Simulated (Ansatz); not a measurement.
# What BiH3 (model cell, started as ReO3 type) distorts into

Wanted: the energy along a soft mode of BiH3 (model cell, started as ReO3 type) and the structure at the end.

Main program and level: Ansatz 0.2.0; DFT PBEsol, scalar-relativistic, plane waves, PAW.

The structure was built from a prototype and need not be the compound's stable phase.

## 1. The structure

It takes space group Pm-3m (No. 221, cubic). The conventional cell has a = 4.163 Å, b = 4.163 Å, c = 4.163 Å, α = 90.00°, β = 90.00°, γ = 90.00°. Nearest to Bi lie 6 H at 2.08 Å. Nearest to H lie 2 Bi at 2.08 Å. Farther neighbours, and contacts between anions beyond the nearest, are not listed.

As a file:

```cif
data_structure
_symmetry_space_group_name_H-M 'P 1'
_symmetry_Int_Tables_number 1
_cell_length_a 4.1628
_cell_length_b 4.1628
_cell_length_c 4.1628
_cell_angle_alpha 90.000
_cell_angle_beta 90.000
_cell_angle_gamma 90.000
_cell_volume 72.14
loop_
_atom_site_label
_atom_site_type_symbol
_atom_site_fract_x
_atom_site_fract_y
_atom_site_fract_z
_atom_site_occupancy
Bi1 Bi 0.00000 0.00000 0.00000 1
H2 H 0.50000 0.00000 0.00000 1
H3 H 0.00000 0.50000 0.00000 1
H4 H 0.00000 0.00000 0.50000 1
```

## 2. Phonons on a q mesh

Stability and thermal properties need the whole zone. Linear response on a 4×4×4 q mesh gives force constants as far as a supercell of that size would.

Contents of input.yaml:

```yaml
crystal:
  lattice:
    - [4.1628261251, 0.0, 0.0]
    - [0.0, 4.1628261251, 0.0]
    - [0.0, 0.0, 4.1628261251]
  atoms:
    - { symbol: Bi, position: [0.0, 0.0, 0.0] }
    - { symbol: H, position: [0.5, 0.0, 0.0] }
    - { symbol: H, position: [0.0, 0.5, 0.0] }
    - { symbol: H, position: [0.0, 0.0, 0.5] }
kpoints:
  mp_grid: { grid: [12, 12, 12] }
hamiltonian:
  xc: pbesol
scf:
  occupations: { method: methfessel_paxton, width: 0.2 }
output:
  eigenvalues: true
phonons:
  method: dfpt
  qmesh: [4, 4, 4]
  temperatures: { t_max: 1000, t_step: 50 }
  qpath:
    path:
      - [[0.0, 0.0, 0.0], [0.0, 0.5, 0.0], [0.5, 0.5, 0.0], [0.0, 0.0, 0.0], [0.5, 0.5, 0.5], [0.0, 0.5, 0.0]]
      - [[0.5, 0.5, 0.5], [0.5, 0.5, 0.0]]
    npoints: 10
```

Command:

```console
ansatz run input.yaml --threads 4 --pin off --max-ram 7168MiB --backend cpu --events-out ev --progress --plain --runs-dir out
```

What it wrote:

```text
Engine: ansatz 0.2.0, aarch64-unknown-linux-gnu
Pseudopotentials: kind: paw
Pseudopotential: Bi, paw, valence charge 15, recommended cutoff 420 eV (normal), Bi.paw.azcp
Pseudopotential: H, paw, valence charge 1, recommended cutoff 420 eV (normal), H.paw.azcp
Functional definition: PBEsol
  exchange = pbesol_x
  correlation = pbesol_c
Crystal: 4 atoms, lattice volume = 72.138 Å³
Basis set: ecut = 420 eV, 1365 PW (Γ), exchange–correlation on 60×60×60 points (8 copies of the dense FFT grid, shifted against one another)
Bands: 13, of which v1, the nominal top of the filled ones, is band 9 counted from 1 (8 counted from 0)
Symmetry: 48 space group operations
k-points: 84 of 1728
Non-local potential: Bi, projectors of the file, l = 0: 2, l = 1: 2, l = 2: 2, l = 3: 2
Non-local potential: H, projectors of the file, l = 0: 2, l = 1: 1
PAW form: soft (Blöchl's): semilocal exchange-correlation on the pseudo side does not see the compensation charge
PAW frozen core: Bi, regenerated for the run's functional, and the local potential with it (the file was generated under x = pbe(κ = 0.804, μ = 0.219515), c = pbe(β = 0.066725))
PAW one-centre angular grid: Bi, 590 points (default); XC on 64 Gauss nodes
PAW one-centre angular grid: H, 110 points (default); XC on 64 Gauss nodes
Initial density: superposition of atomic densities (neutral atoms: chi_scale 0, normalization atom), corrected by the library's trained network
Initial wavefunctions: pseudopotential atomic-orbital guess
Functional: x = pbesol(κ = 0.804, μ = 0.123457), c = pbesol(β = 0.046)
SCF iter   1: F=—  HF=-12287.038061 eV  |F-HF|=—  |Δ(HF+E_count)|=         —  Δρ=5.40e-3  dr2=1.62e-2  ethr=1.77e-3  ⟨swp⟩=5.4  Hψ=6080  notcnv=0
preconditioner: auto → none  [metal: Δε(μ)=0.054 eV  Ē_g=9.681 eV  σ=0.200 eV  W_gap=0.23  n_scr=18 (ndim 8)  ℏωp=12.4 eV  f_vac=0.180  D(μ)=0.37/eV (n_scr^D=0)  sad-step TF]
SCF iter   2: F=—  HF=-12287.036409 eV  |F-HF|=—  |Δ(HF+E_count)|=   1.65e-3  S|Δr|=    0.00e0  Δρ=2.63e-3  dr2=4.64e-3  ethr=9.00e-5  ⟨swp⟩=1.0  Hψ=1766  notcnv=0
SCF iter   3: F=—  HF=-12287.039638 eV  |F-HF|=—  |Δ(HF+E_count)|=   3.23e-3  S|Δr|=    0.00e0  Δρ=3.31e-4  dr2=1.18e-4  ethr=2.58e-5  ⟨swp⟩=2.0  Hψ=1450  notcnv=0
SCF iter   4: F=—  HF=-12287.040088 eV  |F-HF|=—  |Δ(HF+E_count)|=   4.50e-4  S|Δr|=    0.00e0  Δρ=1.64e-4  dr2=2.32e-5  ethr=6.55e-7  ⟨swp⟩=2.0  Hψ=1871  notcnv=0
SCF iter   5: F=—  HF=-12287.040089 eV  |F-HF|=—  |Δ(HF+E_count)|=   8.21e-7  S|Δr|=    0.00e0  Δρ=1.97e-5  dr2=3.72e-7  ethr=1.29e-7  ⟨swp⟩=2.0  Hψ=1851  notcnv=0
SCF iter   6: F=—  HF=-12287.040084 eV  |F-HF|=—  |Δ(HF+E_count)|=   4.65e-6  S|Δr|=    0.00e0  Δρ=2.11e-6  dr2=4.87e-9  ethr=2.07e-9  ⟨swp⟩=2.1  Hψ=1452  notcnv=0
SCF iter   7: F=—  HF=-12287.040084 eV  |F-HF|=—  |Δ(HF+E_count)|=   1.37e-8  S|Δr|=    0.00e0  Δρ=4.12e-7  dr2=1.01e-10  ethr=2.70e-11  ⟨swp⟩=2.3  Hψ=1944  notcnv=0
SCF iter   8: F=-12287.040084 eV  HF=-12287.040084 eV  |F-HF|=2.36e-11  |Δ(HF+E_count)|=   1.05e-9  S|Δr|=    0.00e0  Δρ=4.70e-8  dr2=2.14e-12  ethr=1.00e-12  ⟨swp⟩=8.5  Hψ=6720  notcnv=0
SCF 1 converged in 8 iterations: F = -12287.040084 eV  dr2 = 2.14e-12
  Residual-converged pass: ⟨swp⟩=1.0  Hψ=1429  notcnv=0  max |occ|·‖R‖ = 7.0e-9 eV (tolerance 1.0e-8 eV)  dr2=2.14e-12  dr2_onsite=2.06e-13  max |Δocc| = 4.6e-10
  greatest PAW one-centre occupation: 0.989 electrons in one spin orbital (limit 2), on the Bi atom at site 0 (counted from 0), in its partial waves of l = 2
Initial density: read from a saved state, or passed on in memory by an earlier SCF of this step, an earlier step, the calling program or the single point that the run made first
iter 1 solved again at ethr=1.92e-7 eV; its pass at ethr=3.10e-3 eV (dr2=3.46e-5 eV) is discarded
SCF iter   1: F=—  HF=-12287.040082 eV  |F-HF|=—  |Δ(HF+E_count)|=         —  Δρ=3.32e-7  dr2=5.57e-11  ethr=1.92e-7  ⟨swp⟩=3.6  Hψ=9613  notcnv=0
eigensolver tolerance schedule: the retry pair's looser diagonalisation over-reported the residual by 620423.02 of it (diagonalisation noise at an unbounded share of the residual, at the tolerance the schedule requests for it); recorded, not acted on — ethr = c·dr2/N_el stays at c = 1.0e-1
preconditioner: auto → none  [metal: Δε(μ)=0.054 eV  Ē_g=9.728 eV  σ=0.200 eV  W_gap=0.23  n_scr=18 (ndim 8)  ℏωp=12.4 eV  f_vac=0.202  D(μ)=0.33/eV (n_scr^D=0)]
SCF iter   2: F=—  HF=-12287.040084 eV  |F-HF|=—  |Δ(HF+E_count)|=   1.92e-6  S|Δr|=    0.00e0  Δρ=2.02e-7  dr2=2.25e-11  ethr=1.00e-12  ⟨swp⟩=4.0  Hψ=3123  notcnv=0
SCF iter   3: F=-12287.040084 eV  HF=-12287.040084 eV  |F-HF|=5.46e-12  |Δ(HF+E_count)|=  8.73e-11  S|Δr|=    0.00e0  Δρ=1.13e-7  dr2=6.03e-12  ethr=1.00e-12  ⟨swp⟩=4.1  Hψ=3385  notcnv=0
SCF 2 converged in 3 iterations: F = -12287.040084 eV  dr2 = 6.03e-12
phonons: the bands overlap, so this run is a metal and interpolates without the dipole-dipole term. If the crystal is really an insulator or semiconductor, its LO-TO splitting is missing
NSCF: frozen V_eff on 84 k-points
WARN: eigensolver did not converge in 18 slots of this pass, the one above among them; of largest residual over every band (k=5): 1 band(s) unlocked (lowest unlocked band 12, counted from 0; max residual 3.70e-3 eV among the unlocked bands, 3.70e-3 eV over every band); of lowest unlocked band (k=5): band 12
NSCF: frozen V_eff on 343 k-points
DFPT response loops at q = (0, 0, 0) (fractional): preconditioner auto → none (partly filled bands, converged f_vac=0.202); β = 0.50; Broyden in place of MSR1
NSCF: frozen V_eff on 1176 k-points
DFPT response loops at q = (0, 0, 0.25) (fractional): mixed as the last ones told, above
NSCF: frozen V_eff on 686 k-points
DFPT response loops at q = (0, 0, -0.5) (fractional): mixed as the last ones told, above
NSCF: frozen V_eff on 2016 k-points
DFPT response loops at q = (0, 0.25, 0.25) (fractional): mixed as the last ones told, above
NSCF: frozen V_eff on 1176 k-points
DFPT response loops at q = (0, 0.25, -0.5) (fractional): mixed as the last ones told, above
NSCF: frozen V_eff on 686 k-points
DFPT response loops at q = (0, -0.5, -0.5) (fractional): mixed as the last ones told, above
NSCF: frozen V_eff on 3456 k-points
DFPT response loops at q = (0.25, 0.25, 0.25) (fractional): mixed as the last ones told, above
NSCF: frozen V_eff on 2016 k-points
DFPT response loops at q = (0.25, 0.25, -0.5) (fractional): mixed as the last ones told, above
NSCF: frozen V_eff on 1176 k-points
DFPT response loops at q = (0.25, -0.5, -0.5) (fractional): mixed as the last ones told, above
NSCF: frozen V_eff on 686 k-points
DFPT response loops at q = (-0.5, -0.5, -0.5) (fractional): mixed as the last ones told, above
SCF converged after 8 iterations
Stability not checked: this state was not tested for a lower state beside it, because cold or Methfessel-Paxton smearing, or corrected tetrahedra, fill the levels in a way that the test cannot read (fill_not_monotonic; see scf.lower_state_search)
Free energy (F): -12287.040084 eV
Harris-Foulkes:  -12287.040084 eV  (|F-HF|=2.36e-11)
Internal energy: -12287.041886 eV  (E = F + TS)
E sigma→0 (E₀):  -12287.040535 eV
Entropy (-TS):   0.001802 eV (0.451 meV/atom)
Fermi energy:    3.561859 eV
--- Per-component energies (eV) ---
  E_band       = -211.635389
  E_kinetic    = 339.764250
  E_local      = -2083.217538  (includes V_loc(G=0)·N_el)
  E_nonlocal   = 567.205000
  E_hartree    = 715.166186
  E_xc         = -175.103444
  E_vxc        = -176.398888  (∫ρ·V_xc dr)
  E_paw        = -10511.110997  (= ΣΔE_a)
  E_vpaw       = -289.316915  (= ΣTr[D̂ρ^β])
  E_aug_tail   = -0.003730  (compensation charges beyond the density's cutoff)
  E_ewald      = -1139.831365
  E_core_change = 0.089752  (= ΣΔE_core)
  E_smearing   = 0.001802  (= −TS)
  E_closure    = 0.000000  (closes the sum)
  Σ components = -12287.040084   (vs F -12287.040084, Δ=0.00e0)
--- Band table (eV; the first three rows and the last of 84) ---
  k-point 0: bands = [... 5 lower, -8.9656, 1.7273, 1.7273, 3.4749, 3.4749, 3.4749, 4.8138, 10.9216]
  k-point 1: bands = [... 5 lower, -8.9312, 1.1335, 1.7374, 3.5047, 3.5047, 3.6035, 5.4294, 10.6883]
  k-point 2: bands = [... 5 lower, -8.8328, 0.0904, 1.7654, 3.5883, 3.5883, 3.7543, 6.7454, 10.1607]
  k-point 83: bands = [... 5 lower, -6.8535, -1.8865, -1.8865, -1.8865, 7.4214, 7.4214, 7.4214, 9.8784]
--- Phonons (Γ-DFPT): 3 representative perturbations + reference (Σ response iterations 9) ---
  ASR residual: 7.873e-5 → 0.000e0 eV/Å²; symmetrization residual: 3.376e-7 eV/Å²
  ASR residual per site (eV/Å²): 7.87e-5 1.01e-5 1.01e-5 1.01e-5
  Γ frequencies (cm⁻¹): -1283.96 -1283.96 -1283.96 0.00 0.00 0.00 455.11 455.11 455.11 476.45 476.45 476.45
--- Phonons (arbitrary-q DFPT): 10 irreducible q on the 4×4×4 mesh ---
  q = [0.0000, 0.0000, 0.0000] (star 1, of the zone-centre solve; hermiticity 1.11e-7, symmetrization 5.78e-13): -1283.96 -1283.96 -1283.96 -0.00 -0.00 0.00 455.11 455.11 455.11 476.45 476.45 476.45
  q = [0.0000, 0.0000, 0.2500] (star 6, 7 solved perturbations in 3612 linear systems a pass and spin channel, the states on 588 of 1728 k-point pairs; hermiticity 1.27e-7, symmetrization 2.52e-13): -1310.12 -1310.12 17.91 17.91 73.28 459.35 459.35 459.35 461.87 473.61 473.61 1235.53
  q = [0.0000, 0.0000, -0.5000] (star 3, 7 solved perturbations in 2107 linear systems a pass and spin channel, the states on 343 of 1728 k-point pairs; hermiticity 1.25e-7, symmetrization 4.18e-13): -1347.50 -1347.50 29.84 29.84 103.44 449.18 455.24 455.24 458.26 466.54 466.54 1414.69
  q = [0.0000, 0.2500, 0.2500] (star 12, 7 solved perturbations in 6132 linear systems a pass and spin channel, the states on 1008 of 1728 k-point pairs; hermiticity 1.20e-7, symmetrization 8.37e-14): -1315.94 25.35 72.80 80.56 348.99 450.40 462.22 468.35 471.00 559.18 1206.73 1276.92
  q = [0.0000, 0.2500, -0.5000] (star 12, 12 solved perturbations on 588 of 1728 k-point pairs; hermiticity 9.22e-8, symmetrization 8.20e-14): -1344.17 34.85 83.34 104.51 289.48 443.65 447.65 452.89 470.56 602.96 1234.78 1422.22
  q = [0.0000, -0.5000, -0.5000] (star 3, 7 solved perturbations in 2107 linear systems a pass and spin channel, the states on 343 of 1728 k-point pairs; hermiticity 5.15e-8, symmetrization 6.82e-14): -1376.93 41.90 112.93 112.93 200.11 430.34 430.34 450.74 450.74 668.13 1373.18 1453.82
  q = [0.2500, 0.2500, 0.2500] (star 8, 3 solved perturbations in 3600 linear systems a pass and spin channel, the states on 1728 of 1728 k-point pairs; hermiticity 1.26e-7, symmetrization 2.50e-12): 75.66 75.66 86.35 344.04 348.08 348.08 551.59 551.59 562.79 1163.93 1283.37 1283.37
  q = [0.2500, 0.2500, -0.5000] (star 12, 7 solved perturbations in 6132 linear systems a pass and spin channel, the states on 1008 of 1728 k-point pairs; hermiticity 8.74e-8, symmetrization 4.81e-13): 81.99 88.11 105.73 283.66 288.97 342.78 551.30 595.56 603.65 1183.70 1287.36 1431.87
  q = [0.2500, -0.5000, -0.5000] (star 6, 7 solved perturbations in 3612 linear systems a pass and spin channel, the states on 588 of 1728 k-point pairs; hermiticity 9.84e-8, symmetrization 3.18e-13): 89.94 113.49 113.49 197.73 282.13 282.13 595.98 595.98 665.79 1214.05 1396.56 1461.75
  q = [-0.5000, -0.5000, -0.5000] (star 1, 3 solved perturbations in 735 linear systems a pass and spin channel, the states on 343 of 1728 k-point pairs; hermiticity 1.73e-13, symmetrization 2.20e-12): 120.27 120.27 120.27 195.67 195.67 195.67 663.51 663.51 663.51 1310.73 1464.29 1464.29
  sum rule: each row above includes the acoustic sum rule's correction from the zone centre's row sums; it moved no ω² by more than (1.65 cm⁻¹)²
  mesh force constants: q→R imaginary residual 2.52e-48; ASR residual 7.873e-5 → 0.000e0 eV/Å²; symmetrization residual 5.329e-15 eV/Å²
  interpolated dispersion: 62 rows × 12 modes
  density of states and harmonic sums: on the 16×16×16 q-mesh, interpolated from the force constants of a 4×4×4 supercell (no non-analytic term)
  largest difference from the sums on the solved wave vectors: F 1.64e-2 eV, S 1.29e-5 and C_V 8.15e-6 eV/K
  zero-point energy: 0.346455 eV/cell   skipped modes (ω ≤ 0): 168, of them read as no rigid motion or as one in doubt: 165 (9.375e-1 modes/cell left out, lowest -1376.93 cm⁻¹)   left out of the sums: 7.82e-2 of the cell's modes: C_V's classical limit lies that fraction below 3 k_B per atom; for a crystal, a wire or a layer, F and S can be off by more, and a phonons.interpolated_qmesh denser along its periods is the remedy for the sampling
```

It took 11 min on 4 threads of Arm Neoverse V2, shared host; peak memory 3.6 GiB; 43 min of CPU time.

This step gave:

- volume per atom: 18.03 Å³
- gap on the k-mesh: 0 eV
- sum-rule residual before enforcement: 7.87e-5 eV/Å²
- lowest frequency on the path: -1377 cm⁻¹
- point group: m-3m
- highest frequency on path, mesh or solved points: 1522 cm⁻¹
- highest optical mode at the zone centre (no LO-TO term): 476.4 cm⁻¹
- lowest optical zone-centre mode: -1284 cm⁻¹
- lowest mode on the q mesh (acoustic modes at Γ apart): -1377 cm⁻¹

Frequencies (cm⁻¹) solved at each irreducible wavevector; negative means imaginary. Frequencies by wavevector, by row:

```csv
q in reciprocal lattice units,star,mode 1,mode 2,mode 3,mode 4,mode 10,mode 11,mode 12
0 0 0,1,-1284,-1284,-1284,0,476.4,476.4,476.4
0 0 0.25,6,-1310,-1310,17.9,17.9,473.6,473.6,1236
0 0 -0.5,3,-1348,-1348,29.8,29.8,466.5,466.5,1415
0 0.25 0.25,12,-1316,25.4,72.8,80.6,559.2,1207,1277
0 0.25 -0.5,12,-1344,34.9,83.3,104.5,603,1235,1422
0 -0.5 -0.5,3,-1377,41.9,112.9,112.9,668.1,1373,1454
0.25 0.25 0.25,8,75.7,75.7,86.3,344,1164,1283,1283
0.25 0.25 -0.5,12,82,88.1,105.7,283.7,1184,1287,1432
0.25 -0.5 -0.5,6,89.9,113.5,113.5,197.7,1214,1397,1462
-0.5 -0.5 -0.5,1,120.3,120.3,120.3,195.7,1311,1464,1464
```

Interpolated from a 4×4×4 q mesh. Phonon branches along the path, in cm⁻¹:

| point | branch 1 | branch 2 | branch 3 | branch 4 | branch 9 | branch 10 | branch 11 | branch 12 |
| --- | --- | --- | --- | --- | --- | --- | --- | --- |
| Γ | -1284 | -1284 | -1284 | 0 | 455 | 476 | 476 | 476 |
| halfway | -1310 | -1310 | 18 | 18 | 462 | 474 | 474 | 1236 |
| X | -1348 | -1348 | 30 | 30 | 458 | 466 | 466 | 1415 |
| halfway | -1344 | 35 | 83 | 104 | 471 | 603 | 1235 | 1422 |
| M | -1377 | 42 | 113 | 113 | 451 | 668 | 1373 | 1454 |
| halfway | -1316 | 25 | 73 | 81 | 471 | 559 | 1207 | 1277 |
| Γ | -1284 | -1284 | -1284 | 0 | 455 | 476 | 476 | 476 |
| halfway | 76 | 76 | 86 | 344 | 563 | 1164 | 1283 | 1283 |
| R | 120 | 120 | 120 | 196 | 664 | 1311 | 1464 | 1464 |
| halfway | 82 | 88 | 106 | 284 | 604 | 1184 | 1287 | 1432 |
| X | -1348 | -1348 | 30 | 30 | 458 | 466 | 466 | 1415 |
| jump to R | 120 | 120 | 120 | 196 | 664 | 1311 | 1464 | 1464 |
| halfway | 90 | 114 | 114 | 198 | 666 | 1214 | 1397 | 1462 |
| M | -1377 | 42 | 113 | 113 | 451 | 668 | 1373 | 1454 |

Symmetry leaves 10 wavevectors to solve. The lowest mode among them, the acoustic zeros apart, lies at q = (0, -0.5, -0.5) and is imaginary, 1376.9i cm⁻¹, so the energy falls along it.

## 3. The mode frozen in, largest atomic shift 0 Å

The mode followed lies at q = (0, -0.5, -0.5) with frequency 1376.9i cm⁻¹, the softest among the wavevectors solved. At small amplitude the pattern taken leaves space group no. 129 by a symmetry search on the positions. The undistorted cell that holds it gives the zero of energy on the same k mesh.

System of this step: BiH3 (model cell, started as ReO3 type). The structure is cubic, space group Pm-3m (No. 221). Conventional cell: a = 4.163 Å, b = 4.163 Å, c = 4.163 Å, α = 90.00°, β = 90.00°, γ = 90.00°. Nearest to Bi lie 6 H at 2.08 Å. Nearest to H lie 2 Bi at 2.08 Å. H has 2 Bi at 2.08 Å nearest. Farther neighbours, and contacts between anions beyond the nearest, are not listed.

Contents of input.yaml:

```yaml
crystal:
  lattice:
    - [-4.1628261251, 0.0, 0.0]
    - [0.0, -4.1628261251, -4.1628261251]
    - [0.0, -4.1628261251, 4.1628261251]
  atoms:
    - { symbol: Bi, position: [0.0, 0.5, 0.5] }
    - { symbol: Bi, position: [0.0, 1.0, 0.0] }
    - { symbol: H, position: [0.5, 1.0, 0.0] }
    - { symbol: H, position: [0.5, 0.5, 0.5] }
    - { symbol: H, position: [0.0, 0.75, 0.75] }
    - { symbol: H, position: [0.0, 0.25, 0.25] }
    - { symbol: H, position: [0.0, 0.25, 0.75] }
    - { symbol: H, position: [0.0, 0.75, 0.25] }
kpoints:
  mp_grid: { grid: [8, 6, 6] }
hamiltonian:
  xc: pbesol
scf:
  occupations: { method: methfessel_paxton, width: 0.2 }
output:
  forces: true
  stress: true
  eigenvalues: true
```

What it wrote:

```text
[...]
Crystal: 8 atoms, lattice volume = 144.276 Å³
Basis set: ecut = 420 eV, 2737 PW (Γ), exchange–correlation on 60×80×80 points (8 copies of the dense FFT grid, shifted against one another)
Bands: 26, of which v1, the nominal top of the filled ones, is band 18 counted from 1 (17 counted from 0)
Symmetry: 32 space group operations
[...]
k-points: 50 of 288
[...]
k-point 0: bands = [... 14 lower, 1.7158, 1.7445, 3.3319, 3.4716, 3.4716, 3.4774, 4.4568, 4.8148, ... 4 higher]
  k-point 1: bands = [... 14 lower, 0.9817, 1.3686, 3.1127, 3.2973, 3.5369, 4.3847, 4.3848, 5.7505, ... 4 higher]
  k-point 2: bands = [... 14 lower, -0.0637, 0.4585, 2.9887, 3.1995, 3.7037, 4.1927, 5.9473, 7.1234, ... 4 higher]
  k-point 49: bands = [... 14 lower, -2.1142, -2.1142, 3.2942, 3.2942, 4.4489, 4.4489, 6.3113, 6.3113, ... 4 higher]
[key lines of the parts left out:]
SCF converged after 6 iterations
Free energy (F): -24574.041319 eV
Fermi energy:    3.607801 eV
P = ⅓ Tr σ = 0.0006 GPa (0.006 kbar)
```

It took 2.5 s on 4 threads; peak memory 0.48 GiB.

This step gave:

```
pressure                         : 6.00e-4 GPa
energy from the undistorted cell : 0 meV/atom
```

The run ends at a pressure of 0.00 GPa.

## 4. The mode frozen in, largest atomic shift 0.22 Å

The atoms are moved along the unstable eigenvector, the largest shift by 0.22 Å, with the cell fixed.

input.yaml, the sections that differ from step 3:

```yaml
crystal:
  lattice:
    - [-4.1628261251, 0.0, 0.0]
    - [0.0, -4.1628261251, -4.1628261251]
    - [0.0, -4.1628261251, 4.1628261251]
  atoms:
    - { symbol: Bi, position: [0.0002162952, 0.5, 0.5] }
    - { symbol: Bi, position: [-0.0002162952, 1.0, 0.0] }
    - { symbol: H, position: [0.5528487122, 1.0, 0.0] }
    - { symbol: H, position: [0.4471512878, 0.5, 0.5] }
    - { symbol: H, position: [0.0, 0.75, 0.75] }
    - { symbol: H, position: [0.0, 0.25, 0.25] }
    - { symbol: H, position: [0.0, 0.25, 0.75] }
    - { symbol: H, position: [0.0, 0.75, 0.25] }
# kpoints, hamiltonian, scf, output: as in step 3
```

What it wrote:

```text
[...]
Crystal: 8 atoms, lattice volume = 144.276 Å³
Basis set: ecut = 420 eV, 2737 PW (Γ), exchange–correlation on 60×80×80 points (8 copies of the dense FFT grid, shifted against one another)
Bands: 26, of which v1, the nominal top of the filled ones, is band 18 counted from 1 (17 counted from 0)
Symmetry: 16 space group operations
[...]
k-points: 50 of 288
[...]
k-point 0: bands = [... 14 lower, 1.4437, 1.7523, 2.3702, 3.5084, 3.5084, 4.4137, 4.5766, 5.1994, ... 4 higher]
  k-point 1: bands = [... 14 lower, 1.0185, 1.1685, 2.3896, 2.9461, 4.4209, 4.5780, 4.7331, 5.8547, ... 4 higher]
  k-point 2: bands = [... 14 lower, -0.0266, 0.3898, 2.4355, 2.5960, 4.5883, 4.7097, 5.9820, 7.1487, ... 4 higher]
  k-point 49: bands = [... 14 lower, -2.1070, -2.1070, 3.3291, 3.3291, 4.4868, 4.4868, 6.3311, 6.3311, ... 4 higher]
[key lines of the parts left out:]
SCF converged after 6 iterations
Free energy (F): -24574.181596 eV
Fermi energy:    3.662611 eV
P = ⅓ Tr σ = 1.0390 GPa (10.390 kbar)
```

It took 2.6 s on 4 threads; peak memory 0.49 GiB; 9.7 s of CPU time.

Numbers from this step:

| Quantity | Value |
| --- | --- |
| pressure | 1.039 GPa |
| energy from the undistorted cell | -17.45 meV/atom |

The energy, extrapolated to zero smearing, is -17.45 meV/atom against the undistorted cell.

The run ends at a pressure of 1.04 GPa, with forces up to 0.12 eV/Å.

(Continued in part 2 of 3.)

[Long decimals in the printed logs are rounded to 6 places.]

[Logs are printed without paths, hosts, clocks, repeated set-up lines and the standing remarks that a program may print on its own settings, such as how far it seeks lower states.]

[Hosts, paths, dates, database ids (printed as entryN), source tags and the programs' standing remarks are cut or masked in the printed files.]

[Where the starting crystal was built by hand or by swapping elements, it need not be the compound's stable phase.]
